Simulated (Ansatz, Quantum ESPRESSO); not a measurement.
# CO2 (P4_2/mnm): third-order response, part 4 of 4

Aim: Raman and infrared lines of CO2 (P4_2/mnm).

Quantum ESPRESSO 8.0 development, patched; DFT LDA, scalar-relativistic, plane waves, PseudoDojo norm-conserving pseudopotentials.

So far, highest mode moved by the LO-TO term (cm⁻¹): step 9 (modes along a direction of q (1 0 0)) 2444; step 10 (q direction 0×0×1) 669; step 11 (q direction 1×1×1) 2425.

## (12) A second program

A second program on the same cell, potentials, cutoff and meshes tests the implementation of the phonon response, not its convergence. Its field response is summed in its own way. Its k mesh is centred on Γ.

This step: DFT LDA, scalar-relativistic, plane waves, PseudoDojo norm-conserving pseudopotentials (Ansatz 0.2.0).

File input.yaml:

```yaml
crystal:
  lattice:
    - [4.1168823906, 0.0, 0.0]
    - [0.0, 4.1168823906, 0.0]
    - [0.0, 0.0, 4.33727685]
  atoms:
    - { symbol: C, position: [0.5, 0.5, 0.5] }
    - { symbol: C, position: [0.0, 0.0, 0.0] }
    - { symbol: O, position: [0.3005961649, 0.6994038351, 0.5] }
    - { symbol: O, position: [0.6994038351, 0.3005961649, 0.5] }
    - { symbol: O, position: [0.1994038351, 0.1994038351, 0.0] }
    - { symbol: O, position: [0.8005961649, 0.8005961649, 0.0] }
kpoints:
  mp_grid: { grid: [8, 8, 8] }
hamiltonian:
  xc: lda
  pseudopotentials: { kind: nc, accuracy: standard }
scf:
  occupations: { method: fixed }
output:
  eigenvalues: true
basis:
  ecutwfc: 1142.878
phonons:
  method: dfpt
  dielectric: true
  rigid_motions: translations
  raman: true
```

Run with:

```sh
ansatz run input.yaml --threads 16 --pin off --max-ram 32768MiB --backend cpu --events-out ev --progress --plain --runs-dir out
```

Output:

```text
Warning: basis.ecutwfc = 1142.878 eV is below the records' recommended 1142.878222 eV, and the density's cutoff is lower with it unless basis.ecutrho_ratio is high enough to keep the records' density cutoff: compare with a run at a higher cutoff
Engine: ansatz 0.2.0, aarch64-unknown-linux-gnu
Pseudopotentials: kind: nc
Pseudopotential: C, nc, valence charge 4, recommended cutoff 1115.666836 eV (normal), C.nc.azcp (PseudoDojo's, or run here from an input of PseudoDojo's; its table is named by hamiltonian.pseudopotentials.accuracy)
Pseudopotential: O, nc, valence charge 6, recommended cutoff 1142.878222 eV (normal), O.nc.azcp (PseudoDojo's, or run here from an input of PseudoDojo's; its table is named by hamiltonian.pseudopotentials.accuracy)
Functional definition: SPW92
  exchange = slater_x
  correlation = pw_c
Crystal: 6 atoms, lattice volume = 73.511 Å³
Basis set: ecut = 1142.878 eV, 6419 PW (Γ), exchange–correlation on 96×96×96 points (8 copies of the dense FFT grid, shifted against one another)
Bands: 22, of which v1, the nominal top of the filled ones, is band 16 counted from 1 (15 counted from 0)
Symmetry: 16 space group operations
k-points: 260 of 512 (irreducible under 1 space group operation, time reversal used)
Non-local potential: C, projectors of the file, l = 0: 2, l = 1: 2
Non-local potential: O, projectors of the file, l = 0: 2, l = 1: 2, l = 2: 1
Initial density: superposition of atomic densities (chi_scale 0.1, normalization cell, long waves kept (reshape's long-wave potential 0.01 eV rms))
Initial wavefunctions: pseudopotential atomic-orbital guess
Functional: x = slater, c = lda
SCF iter   1: F=—  HF=-2125.599160 eV  |F-HF|=—  |Δ(HF+E_count)|=         —  Δρ=1.14e-1  dr2=6.09e0  ethr=3.10e-3  ⟨swp⟩=4.0  Hψ=29031  notcnv=0  defer=758
preconditioner: auto → Resta (q_TF=auto, 2.375 Å⁻¹)  ε∞=3.1  [insulator: Δε(μ)=7.686 eV  Ē_g=16.726 eV  n_scr=18 (ndim 8)  ℏωp=24.5 eV  f_vac=0.013  ε∞_Penn≈3.1]
SCF iter   2: F=—  HF=-2123.614496 eV  |F-HF|=—  |Δ(HF+E_count)|=    1.98e0  Δρ=4.80e-2  dr2=8.38e-1  ethr=3.10e-3  ⟨swp⟩=3.0  Hψ=13771  notcnv=0  defer=684
SCF iter   3: F=—  HF=-2123.317073 eV  |F-HF|=—  |Δ(HF+E_count)|=   2.97e-1  Δρ=1.69e-2  dr2=1.47e-1  ethr=2.62e-3  ⟨swp⟩=3.1  Hψ=9989  notcnv=0  defer=935
SCF iter   4: F=—  HF=-2123.277764 eV  |F-HF|=—  |Δ(HF+E_count)|=   3.93e-2  Δρ=4.01e-3  dr2=6.09e-3  ethr=4.61e-4  ⟨swp⟩=2.2  Hψ=9887  notcnv=0  defer=1027
SCF iter   5: F=—  HF=-2123.278083 eV  |F-HF|=—  |Δ(HF+E_count)|=   3.19e-4  Δρ=5.70e-4  dr2=2.55e-4  ethr=1.90e-5  ⟨swp⟩=2.0  Hψ=9798  notcnv=0  defer=1035
SCF iter   6: F=—  HF=-2123.278128 eV  |F-HF|=—  |Δ(HF+E_count)|=   4.50e-5  Δρ=2.02e-4  dr2=2.04e-5  ethr=7.98e-7  ⟨swp⟩=2.1  Hψ=9255  notcnv=0  defer=1031
SCF iter   7: F=—  HF=-2123.278129 eV  |F-HF|=—  |Δ(HF+E_count)|=   1.22e-6  Δρ=2.99e-5  dr2=5.46e-7  ethr=6.37e-8  ⟨swp⟩=2.0  Hψ=9391  notcnv=0  defer=385
SCF iter   8: F=—  HF=-2123.278148 eV  |F-HF|=—  |Δ(HF+E_count)|=   1.87e-5  Δρ=5.55e-6  dr2=1.59e-8  ethr=1.71e-9  ⟨swp⟩=2.7  Hψ=10101  notcnv=0  defer=381
SCF iter   9: F=—  HF=-2123.278148 eV  |F-HF|=—  |Δ(HF+E_count)|=   2.28e-9  Δρ=1.90e-6  dr2=1.51e-9  ethr=4.96e-11  ⟨swp⟩=2.2  Hψ=9383  notcnv=0  defer=381
SCF iter  10: F=-2123.278148 eV  HF=-2123.278148 eV  |F-HF|=4.55e-13  |Δ(HF+E_count)|=  5.22e-10  Δρ=1.45e-7  dr2=9.82e-12  ethr=1.00e-12  ⟨swp⟩=13.9  Hψ=47289  notcnv=0
SCF 1 converged in 10 iterations: F = -2123.278148 eV  dr2 = 9.82e-12
DFPT response loops at Γ: preconditioner auto → none (the input reference at scf.mixing.eps_inf says where Resta's filter doesn't serve); β = 0.50; Broyden in place of MSR1
── the response to a field inside a basis, on 8×8×8 k-points: an SCF that follows is theirs, and a resumed run solves both again ──
Bands: 17, of which v1, the nominal top of the filled ones, is band 16 counted from 1 (15 counted from 0)
k-points: 40 of 512
Initial density: handed on by an earlier stage of this run
Initial wavefunctions: pseudopotential atomic-orbital guess (no wavefunctions were taken with the density)
Eigensolver: Dense (40 Hₖ)
SCF iter   1: F=—  HF=-2123.270264 eV  |F-HF|=—  |Δ(HF+E_count)|=         —  Δρ=1.29e-4  dr2=9.32e-7  ethr=1.00e-1
preconditioner: auto → Resta (q_TF=auto, 2.375 Å⁻¹)  ε∞=3.6  [insulator: Δε(μ)=6.717 eV  Ē_g=15.054 eV  n_scr=18 (ndim 8)  ℏωp=24.5 eV  f_vac=0.066  ε∞_Penn≈3.6]
SCF iter   2: F=—  HF=-2123.270265 eV  |F-HF|=—  |Δ(HF+E_count)|=   1.14e-6  Δρ=6.68e-5  dr2=2.60e-7  ethr=2.91e-9
SCF iter   3: F=—  HF=-2123.270265 eV  |F-HF|=—  |Δ(HF+E_count)|=   4.36e-7  Δρ=1.24e-6  dr2=4.74e-10  ethr=8.12e-10
SCF iter   4: F=-2123.270265 eV  HF=-2123.270265 eV  |F-HF|=1.36e-12  |Δ(HF+E_count)|=  3.97e-10  Δρ=2.91e-7  dr2=4.65e-11  ethr=1.48e-12
SCF 1 converged in 4 iterations: F = -2123.270265 eV  dr2 = 4.65e-11
DFPT response loops at Γ: mixed as the last ones told, above
DFPT response loops at Γ: mixed as the last ones told, above
DFPT response loops at Γ: mixed as the last ones told, above
SCF converged after 10 iterations
Free energy (F): -2123.278148 eV
Harris-Foulkes:  -2123.278148 eV  (|F-HF|=4.55e-13)
Internal energy: -2123.278148 eV  (E = F + TS)
E sigma→0 (E₀):  -2123.278148 eV
Fermi energy:    -0.755946 eV
--- Per-component energies (eV) ---
  E_band       = -262.611020
  E_kinetic    = 1422.016916
  E_local      = -2157.495743  (includes V_loc(G=0)·N_el)
  E_nonlocal   = -306.349825
  E_hartree    = 701.821172
  E_xc         = -557.518181
  E_vxc        = -624.424629  (∫ρ·V_xc dr)
  E_ewald      = -1225.752486
  E_smearing   = -0.000000  (= −TS)
  E_closure    = -0.000000  (closes the sum)
  Σ components = -2123.278148   (vs F -2123.278148, Δ=0.00e0)
--- Band table (eV; the first three rows and the last of 260) ---
  k-point 0: bands = [... 12 lower, -2.5778, -1.3369, -1.3369, -1.3045, 5.8152, 6.4243, 6.9947, 6.9947, ... 2 higher]
  k-point 1: bands = [... 12 lower, -2.5340, -1.3584, -1.3371, -1.3371, 5.8947, 6.5731, 7.0289, 7.0289, ... 2 higher]
  k-point 2: bands = [... 12 lower, -2.4075, -1.5092, -1.3379, -1.3379, 6.1321, 6.9931, 7.1111, 7.1111, ... 2 higher]
  k-point 259: bands = [... 12 lower, -1.2897, -1.2897, -0.7559, -0.7559, 6.7270, 6.7270, 7.5262, 7.5262, ... 2 higher]
--- Phonons (Γ-DFPT): 4 representative perturbations + reference, on 260 of 512 k-points (Σ response iterations 12) ---
  k mesh reduced under 1 symmetry operation, with k and −k counted as one. Each operation leaves every solved perturbation unchanged. A smaller set is not considered because the run solves the response to a homogeneous field
  ASR residual: 1.339e-4 → 0.000e0 eV/Å²; symmetrization residual: 1.581e-6 eV/Å²
  ASR residual per site (eV/Å²): 7.91e-5 7.91e-5 1.34e-4 1.34e-4 1.34e-4 1.34e-4
  Γ frequencies (cm⁻¹): 0.00 0.00 0.00 122.66 122.66 127.97 137.87 137.87 156.95 190.10 617.12 618.61 618.61 630.81 1350.61 1353.21 2377.53 2377.53
  ε∞ (high-frequency dielectric tensor):
        2.390793     0.000000     0.000000
        0.000000     2.390793     0.000000
        0.000000     0.000000     1.918987
  ε⁰ (static dielectric tensor: ions relaxed, cell fixed):
        2.793369     0.000000     0.000000
        0.000000     2.793369    -0.000000
        0.000000    -0.000000     2.158748
  ε⁰ − ε∞ (ionic part):
        0.402575     0.000000     0.000000
        0.000000     0.402575    -0.000000
        0.000000    -0.000000     0.239761
  softest optical mode at Γ: 122.66 cm⁻¹; the repairs (sum rule, projections) moved no ω² at Γ by more than (1.71 cm⁻¹)²
  Born effective charges Z* (e; rows j = field, columns β = displacement):
    site 0:
         2.02939   -1.08686    0.00000
        -1.08686    2.02939    0.00000
         0.00000    0.00000    0.78890
    site 1:
         2.02939    1.08686    0.00000
         1.08686    2.02939    0.00000
         0.00000    0.00000    0.78890
    site 2:
        -1.01469    0.64014    0.00000
         0.64014   -1.01469    0.00000
         0.00000    0.00000   -0.39445
    site 3:
        -1.01469    0.64014    0.00000
         0.64014   -1.01469    0.00000
         0.00000    0.00000   -0.39445
    site 4:
        -1.01469   -0.64014    0.00000
        -0.64014   -1.01469    0.00000
         0.00000    0.00000   -0.39445
    site 5:
        -1.01469   -0.64014    0.00000
        -0.64014   -1.01469    0.00000
         0.00000    0.00000   -0.39445
  Z* charge neutrality: 4.163e-5 e pre-enforcement
  k-mesh period / interband length: 32.9 Å / 0.83 Å = 39.61 at k = (0.0000, -0.5000, -0.5000), direct gap 8.033 eV — 14 or more, which is no proof of convergence
  Raman tensors (in the event stream and the table raman_tensors.tsv): an entry may err by 2.0e-3 Å², one of the second-order susceptibility by 1.7e-20 pm/V (basis, points and sum rule); their sum over the sites missed zero by 1.332e-15 Å² ahead of its enforcement
  optical modes at Γ without the LO–TO term, one row a degenerate level:
      ω (cm⁻¹)  modes    IR ((D/Å)²/amu)  static Raman (Å⁴/amu)  depolarisation
        122.66      2             0.0971                 0.0000               —
        127.97      1             0.0000                10.5579           0.750
        137.87      2             0.0000                13.3729           0.750
        156.95      1             0.0000                 0.0000               —
        190.10      1             0.0000                 0.0000               —
        617.12      1             0.0000                 0.0000               —
        618.61      2             4.5860                 0.0000               —
        630.81      1             3.2883                 0.0000               —
       1350.61      1             0.0000               149.8765           0.017
       1353.21      1             0.0000                18.9719           0.750
       2377.53      2            52.6403                 0.0000               —
  optical modes at Γ + LO–TO along q̂ = [1.0000, 0.0000, 0.0000]:
      ω (cm⁻¹)  modes    IR ((D/Å)²/amu)  static Raman (Å⁴/amu)  depolarisation
        122.66      1             0.0485                 0.0000               —
        124.76      1             0.0379                 0.0000               —
        127.97      1             0.0000                10.5579           0.750
        137.87      2             0.0000                13.3729           0.750
        156.95      1             0.0000                 0.0000               —
        190.10      1             0.0000                 0.0000               —
        617.12      1             0.0000                 0.0000               —
        618.61      1             2.2930                 0.0000               —
        630.81      1             3.2883                 0.0000               —
        639.49      1             2.0422                 0.0000               —
       1350.61      1             0.0000               149.8765           0.017
       1353.21      1             0.0000                18.9719           0.750
       2377.53      1            26.3202                 0.0000               —
       2444.11      1            26.5816                 0.0000               —
  optical modes at Γ + LO–TO along q̂ = [0.0000, 1.0000, 0.0000]:
      ω (cm⁻¹)  modes    IR ((D/Å)²/amu)  static Raman (Å⁴/amu)  depolarisation
        122.66      1             0.0485                 0.0000               —
        124.76      1             0.0379                 0.0000               —
        127.97      1             0.0000                10.5579           0.750
        137.87      2             0.0000                13.3729           0.750
        156.95      1             0.0000                 0.0000               —
        190.10      1             0.0000                 0.0000               —
        617.12      1             0.0000                 0.0000               —
        618.61      1             2.2930                 0.0000               —
        630.81      1             3.2883                 0.0000               —
        639.49      1             2.0422                 0.0000               —
       1350.61      1             0.0000               149.8765           0.017
       1353.21      1             0.0000                18.9719           0.750
       2377.53      1            26.3202                 0.0000               —
       2444.11      1            26.5816                 0.0000               —
  optical modes at Γ + LO–TO along q̂ = [0.0000, 0.0000, 1.0000]:
      ω (cm⁻¹)  modes    IR ((D/Å)²/amu)  static Raman (Å⁴/amu)  depolarisation
        122.66      2             0.0971                 0.0000               —
        127.97      1             0.0000                10.5579           0.750
        137.87      2             0.0000                13.3729           0.750
        156.95      1             0.0000                 0.0000               —
        190.10      1             0.0000                 0.0000               —
        617.12      1             0.0000                 0.0000               —
        618.61      2             4.5860                 0.0000               —
        669.06      1             3.2883                 0.0000               —
       1350.61      1             0.0000               149.8765           0.017
       1353.21      1             0.0000                18.9719           0.750
       2377.53      2            52.6403                 0.0000               —
```

Wall time 4.6 min (16 threads of Arm Neoverse N1, shared host); peak memory 6.5 GiB; 67 min of CPU time.

Numbers from this step:

```
sum-rule residual before enforcement : 1.34e-4 eV/Å²
miss of the charge sum rule          : 4.16e-5 e
lowest optical zone-centre mode      : 122.7 cm⁻¹
highest mode moved by the LO-TO term : 2444 cm⁻¹
```

Transverse modes. Infrared lines, with heights relative to the strongest:

| position (cm⁻¹) | IR intensity ((D/Å)²/amu), degenerate modes summed, relative |
| --- | --- |
| 123 | 0.2 |
| 128 | 0.0 |
| 138 | 0.0 |
| 157 | 0.0 |
| 190 | 0.0 |
| 617 | 0.0 |
| 619 | 8.7 |
| 631 | 6.2 |
| 1351 | 0.0 |
| 1353 | 0.0 |
| 2378 | 100 |

Activity x (w_L - w)^4 (n + 1)/w, 532 nm, 300 K. Lines of the Raman spectrum (strongest = 100):

| position (cm⁻¹) | Stokes intensity, strongest 100 |
| --- | --- |
| 123 | 0.0 |
| 128 | 90 |
| 138 | 100 |
| 157 | 0.0 |
| 190 | 0.0 |
| 617 | 0.0 |
| 619 | 0.0 |
| 631 | 0.0 |
| 1351 | 42 |
| 1353 | 5.3 |
| 2378 | 0.0 |

## (13) The two compared: QE PseudoDojo and Ansatz, PseudoDojo

Numbers from this step:

```yaml
root_mean_square_difference: 0.08 cm⁻¹
largest_difference: 0.19 cm⁻¹
```

The 12 of 15 modes that differ most. Frequencies side by side:

| q (reciprocal lattice) | mode | QE PseudoDojo (cm⁻¹) | Ansatz, PseudoDojo (cm⁻¹) |
| --- | --- | --- | --- |
| 0 0 0 | 4 | 122.7 | 122.7 |
| 0 0 0 | 5 | 122.7 | 122.7 |
| 0 0 0 | 6 | 128 | 128 |
| 0 0 0 | 7 | 137.7 | 137.9 |
| 0 0 0 | 8 | 137.7 | 137.9 |
| 0 0 0 | 9 | 156.9 | 156.9 |
| 0 0 0 | 10 | 190.2 | 190.1 |
| 0 0 0 | 12 | 618.6 | 618.6 |
| 0 0 0 | 13 | 618.6 | 618.6 |
| 0 0 0 | 14 | 630.8 | 630.8 |
| 0 0 0 | 16 | 1353 | 1353 |
| 0 0 0 | 17 | 2378 | 2378 |

The two runs side by side. Further quantities:

| quantity | QE PseudoDojo | Ansatz, PseudoDojo |
| --- | --- | --- |
| mean ε∞ | 2.234 | 2.234 |
| largest Born charge in size (e; the first before, the second after the charge sum rule) | 1.616 | 1.616 |
| summed IR intensity ((D/Å)²/amu) | 60.62 | 60.61 |
| summed Raman activity (Å⁴/amu) | 192.8 | 192.8 |

At the zone centre the largest difference (acoustic modes at Γ apart) is 0.008 % of the highest mode.

## (14) Summary of results

```json
{
  "space group after relaxation": "P4_2/mnm",
  "volume per atom": "12.3 Å³",
  "gap on the k-mesh": "6.57 eV",
  "highest optical zone-centre mode (no LO-TO term)": "2378 cm⁻¹",
  "lowest optical zone-centre mode": "122.7 cm⁻¹",
  "highest mode moved by the LO-TO term": "2444 cm⁻¹",
  "mean high-frequency dielectric constant": "2.23",
  "largest Born charge in size (third of the trace)": "1.62 e",
  "mean static dielectric constant": "2.58",
  "imaginary optical modes at the zone centre (no q mesh in this session)": "none",
  "largest difference from Ansatz, PseudoDojo": "0.19 cm⁻¹"
}
```

What this shows: The largest Raman activity of CO2 (P4_2/mnm) lies at 1351 cm⁻¹ and the strongest infrared line at 2378 cm⁻¹ (transverse modes). At the LDA level the optical modes of CO2 (P4_2/mnm) at the zone centre (no LO-TO term) run from 123 to 2378 cm⁻¹. Along the directions run, the highest mode that the macroscopic field moves lies at 2444 cm⁻¹. Lattice motion raises the mean dielectric constant from 2.234 to 2.582. Of the 15 optical modes, 7 are infrared active alone, 5 are Raman active alone and 3 are silent; inversion symmetry keeps the two sets apart. QE PseudoDojo and Ansatz, PseudoDojo agree to 0.19 cm⁻¹ (0.008 % of the highest mode compared) on all solved modes but the acoustic ones at Γ, without the LO-TO term. These are harmonic frequencies at zero temperature: anharmonic shifts and linewidths and thermal expansion are left out. The build is a development version in which the Raman tensors of release 7.5 are mended; dynmat.x leaves out the electro-optic term of LO lines. The structure comes from a database and need not be the phase that is stable at ambient conditions.

[Host names and launcher messages were left out of these logs when they were recorded.]

[Logs are printed without paths, hosts, clocks, repeated set-up lines and the standing remarks that a program may print on its own settings, such as how far it seeks lower states.]

[Hosts, paths, dates, database ids (printed as entryN), source tags and the programs' standing remarks are cut or masked in the printed files.]
